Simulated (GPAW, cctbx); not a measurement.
## How far are the atoms of KNa2RhBr6 from free atoms?

Aim: compute the bonding part of the density of KNa2RhBr6, find which reflections carry it, and see how it biases an ordinary refinement.

The cell comes from substitution in a known structure type and wasn't matched to any measured phase. All numbers below are calculated.

### 1. Relax the structure

The density hangs on the geometry, so cell and atoms are relaxed first, with the symmetry held. The cutoff is set higher than for the density because stress converges slowly with plane waves.

Settings: GPAW 26.7.0, PBE, 570 eV, 2×2×2 k-points, Fermi–Dirac width 0.05 eV, BFGS to 0.03 eV/Å.

```text
cell
1.0
     0.000000000    5.659000000    5.659000000
     5.659000000    0.000000000    5.659000000
     5.659000000    5.659000000    0.000000000
Rh Br K Na
1 6 1 2
Direct
0.000000000 0.000000000 0.000000000
0.771700000 0.771700000 0.228300000
0.771700000 0.228300000 0.771700000
0.228300000 0.771700000 0.228300000
0.228300000 0.771700000 0.771700000
0.228300000 0.228300000 0.771700000
0.771700000 0.228300000 0.228300000
0.500000000 0.500000000 0.500000000
0.250000000 0.250000000 0.250000000
0.750000000 0.750000000 0.750000000
```

```console
$ OMP_NUM_THREADS=1 mpirun -n 4 gpaw python run.py > gpaw.log
```

```text
BFGS:    0      -30.301698        0.664147
BFGS:    1      -30.342718        0.574629
BFGS:    2      -30.458751        0.143716
BFGS:    3      -30.462471        0.129858
BFGS:    4      -30.463349        0.127022
BFGS:    5      -30.489312        0.028543
cell  7.8870 7.8870 7.8870  60.00 60.00 60.00
volume 346.910 A^3, largest force 0.027 eV/A, largest stress 0.13 GPa
```

After 5 steps the volume has changed by -4.3 % and the energy by -0.188 eV; the largest stress left is 0.13 GPa. It took 88 s on 4 cores of Arm Neoverse V1 (shared host), peak memory 1.1 GiB.

Relaxed structure: Fm-3m (no. 225), a = 11.1539 Å, b = 11.1539 Å, c = 11.1539 Å, α = 90.00°, β = 90.00°, γ = 90.00°.

```csv
atom,mult.,x,y,z
Rh1,4,0,0,0
Br1,24,0,0,0.7759
K1,4,1/2,0,0
Na1,8,1/4,3/4,3/4
```

### 2. The all-electron density

X-rays see the whole electron density, so the PAW density is rebuilt with its core regions. Subtracting spherical free atoms from the same code cancels the cores and leaves the deformation density Δρ, the part due to bonding.

Settings: PBE, 450 eV, 3×3×3 k-points, Fermi–Dirac width 0.05 eV; primitive cell of 10 atoms.

```console
$ OMP_NUM_THREADS=1 mpirun -n 4 gpaw python run.py > gpaw.log
```

```text
|iter:   1|       0s |  -32.029755 | -0.24 |       |
|iter:   2|       2s |  -31.535021 | -1.84 | -1.22 |
|iter:   3|       3s |  -30.607777 | -1.51 | -1.28 |
...
|iter:   9|      10s |  -30.468213c| -6.32 | -3.85 |
|iter:  10|      11s |  -30.468214c| -7.36 | -4.65c|
|iter:  11|      12s |  -30.468214c| -7.56c| -5.21c|
```

```text
grid (80, 80, 80)  electrons 296.000  moved by bonding 2.104 e
deformation density beyond 0.5 A of the nuclei: max 0.626, min -1.241 e/A^3
atom        x       y       z   Voronoi charge  moment
Rh1    0.0000  0.0000  0.0000      0.136       0.00
Br2    0.7759  0.7759  0.2241     -0.204       0.00
Br3    0.7759  0.2241  0.7759     -0.204       0.00
Br4    0.2241  0.7759  0.2241     -0.204       0.00
Br5    0.2241  0.7759  0.7759     -0.204       0.00
Br6    0.2241  0.2241  0.7759     -0.204       0.00
Br7    0.7759  0.2241  0.2241     -0.204       0.00
K 8    0.5000  0.5000  0.5000      0.149       0.00
Na9    0.2500  0.2500  0.2500      0.469       0.00
Na10   0.7500  0.7500  0.7500      0.469       0.00
mean inner potential of superposed free atoms 9.612 V
total magnetic moment 0.000 muB
```

Deformation density in a plane through the shortest contact of the Rh atom at the origin, in 0.01 e/Å³ (clipped at ±99); x from -1.6 to 4.1 Å, y from 2.4 down to -2.4 Å:

```text
  1   2   3   0   .   .   3   3   1   0   0   0   0   0   0   1
  0   0   0  -4  -7  -6  -1   1   0   0   0   0   0   0   0   0
  0   0   1   3   4   4   2   0   0   0   0   1   1   0   0   0
  0   0   1   3   3   3   2   0   0   0   1   3   2   1   0   0
  1   1   1  -4 -41 -18   0   1   1   0   1   5   4   2   0   0
  3   3  -7  11   .  12  -7  -1   5  -2  -3   .   0  -1   0   0
  4   3 -36 -99   .   . -78  -7   7  -4   .   .  -2  -4  -1   0
  3   3  -8  14   .   7  -6  -1   5  -2  -3   .   0  -1   0   0
  1   1   1  -4 -42 -17   0   1   1   0   1   5   4   2   0   0
  0   0   1   3   3   3   2   0   0   0   1   3   2   1   0   0
  0   0   1   3   4   4   2   0   0   0   0   1   1   0   0   0
  0   0   0  -4  -7  -6  -1   1   0   0   0   0   0   0   0   0
  1   2   3   0   .   .   3   3   1   0   0   0   0   0   0   1
```

Atoms in or within 0.15 Å of the plane: Rh (0.0, 0.0), Br (2.5, 0.0) Å. Dots mark points within about 0.45 Å of a nucleus; large values next to them are atomic features.

Br gains most (-0.20 e) and Na loses most (+0.47 e); Br is the most electronegative element, but the order of the others doesn't follow electronegativity. Such charges fall far short of formal ones, since overlapping free atoms already put density on their neighbours. Along the shortest contact from the Rh atom at the map's origin, Rh–Br at 2.50 Å, Δρ is +0.05 e/Å³ at the midpoint and highest, +0.07, 1.44 Å from Rh (points within 0.5 Å of a nucleus left out): little piles up between the atoms. At the midpoints of other shortest contacts it is 0.00 (Br–K, 3.08 Å) e/Å³. Point values carry grid noise of about 0.01 e/Å³. The run needed 11 iterations, 23 s.

### 3. Structure factors

The Fourier components of Δρ, added to those of the free atoms, give the static X-ray structure factors; the Mott–Bethe relation turns them into the Fourier components V of the potential that fast electrons feel.

```text
static structure factors of the conventional cell: F in electrons, V (Mott-Bethe) in volts
   h  k  l      d  |F| table  |F| free   |F| DFT   change   |V| free  |V| DFT  change %
   1  1  1  6.4397   231.956   231.811   232.083    0.271     1.127    1.090     -3.3
   0  2  0  5.5770   435.235   435.246   437.492    2.246     2.819    2.589     -8.2
   0  2  2  3.9435    76.442    76.408    73.655   -2.753     0.872    1.013     16.2
   1  3  1  3.3630    60.263    60.056    59.566   -0.490     0.125    0.144     14.6
   2  2  2  3.2199   534.954   535.362   537.318    1.956     3.170    3.103     -2.1
   0  4  0  2.7885   917.266   917.286   918.185    0.899     5.381    5.358     -0.4
   1  3  3  2.5589    83.515    83.890    84.435    0.544     0.634    0.623     -1.9
   0  4  2  2.4941   320.497   320.681   320.735    0.053     1.742    1.741     -0.1
   2  4  2  2.2768    20.404    19.774    20.607    0.832     0.281    0.266     -5.1
   3  3  3  2.1466   210.539   210.903   211.348    0.445     1.202    1.195     -0.6
   1  5  1  2.1466   307.144   307.037   306.281   -0.756     1.387    1.398      0.8
   0  4  4  1.9717   770.602   770.281   769.401   -0.880     3.843    3.855      0.3
   1  5  3  1.8854   166.602   166.446   165.904   -0.543     0.647    0.653      1.0
   2  4  4  1.8590   245.773   246.026   245.577   -0.450     1.167    1.172      0.4
```

The largest X-ray change is -2.75 e on 022, 3.6 % of |F|. For electrons V goes as (Z − F)/g², so a change of F counts against Z − F, which is small at low angle and wherever the atoms' terms cancel: |V| of 022 moves by +16.2 % (0.87 to 1.01 V) against -3.6 % in |F|. The last three rows still change by up to 0.88 e; the table stops while the angles are still low. The tabulated Hartree–Fock atoms differ from the free DFT atoms by up to 0.63 e, so the choice of reference atom matters too.

### 4. The functional ladder

The same geometry is run with other functionals, to see whether the bonding signal is larger than the spread between approximations. Free atoms are LDA for LDA and PBE otherwise. Any other changed setting is in the row's label.

| run | ΔF 022 (e) | ΔF 020 (e) | ΔF 222 (e) | q(Br) (e) | moved (e) | time |
| --- | --- | --- | --- | --- | --- | --- |
| PBE | -2.753 | +2.246 | +1.956 | -0.204 | 2.104 | 23 s |
| LDA | -2.638 | +2.104 | +1.552 | -0.191 | 1.977 | 20 s |
| RPBE | -2.825 | +2.369 | +2.182 | -0.213 | 2.255 | 22 s |

At the base's settings ΔF(022) spans -2.825 to -2.638 e, a spread of 7 % of the PBE value; over the three listed reflections the spread is at most 32 %, so the sign holds and the size hangs on the functional. Times are from shared hosts.

### 5. Refining ordinary atoms against data with bonding

Routine crystallography fits spherical atoms. To see the bias, intensities are simulated from tabulated atoms plus the DFT change ΔF, so that bonding alone can misfit (11574 reflections of the full sphere, merged to the counts below, to 0.5 Å, 1.5 % proportional noise plus counting noise, assumed isotropic U as listed, Δρ smeared by the mean U) and refined with cctbx over different ranges.

| range | data | R1 | GooF | U Rh1 (true 0.0034) | U Br1 (true 0.0038) | U K1 (true 0.0047) | U Na1 (true 0.0055) | largest shift (Å) | Δρ max, min (e/Å³) |
| --- | --- | --- | --- | --- | --- | --- | --- | --- | --- |
| all data | 344 | 0.0037 | 1.32 | 0.0034 | 0.0038 | 0.0047 | 0.0055 | 0.0001 | 0.45, -0.99 |
| low resolution, d > 0.84 | 90 | 0.0034 | 1.61 | 0.0033 | 0.0037 | 0.0047 | 0.0054 | 0.0001 | 0.15, -0.34 |
| high order, d < 0.75 | 223 | 0.0039 | 1.20 | 0.0034 | 0.0038 | 0.0047 | 0.0055 | 0.0001 | 0.38, -0.66 |
| occupancies free, d > 0.7 | 143 | 0.0034 | 1.52 | 0.0033 | 0.0038 | 0.0048 | 0.0054 | 0.0000 | 0.20, -0.52 |

With all data GooF is 1.32, so the misfit of spherical atoms stands above the noise; the top residual peak lies 0.58 Å from Rh and 2.22 Å from Br. No U is off by more than 3 s.u. at low resolution. With Rh1 held at 1 and the scale free, the other occupancies refine to Br1 1.002(0.001), K1 1.002(0.004) and Na1 0.999(0.005), within three s.u. of full.

### 6. Answer

Bonding moves 2.10 e in the primitive cell of KNa2RhBr6 and changes the structure factors of the conventional cell in the table above by at most 2.75 e (022, 3.6 %), and among reflections above 2 % of the strongest by up to 4.2 % (242). The shortest bond, Rh–Br, has Δρ = +0.05 e/Å³ at its midpoint. At the base's settings ΔF(022) spans -2.825 to -2.638 e, a spread of 7 % of the PBE value; over the three listed reflections the spread is at most 32 %, so the sign holds and the size hangs on the functional. With all data GooF is 1.32, so the misfit of spherical atoms stands above the noise. Limits: static density, frozen cores, no spin–orbit coupling.

[Outputs are excerpts: Python notices, other lines and further rows are left out; steps that failed or that the build refused (PBEsol, TPSS) are not shown.]

[Logs are printed without paths, hosts, clocks, repeated set-up lines and the standing remarks that a program may print on its own settings, such as how far it seeks lower states.]
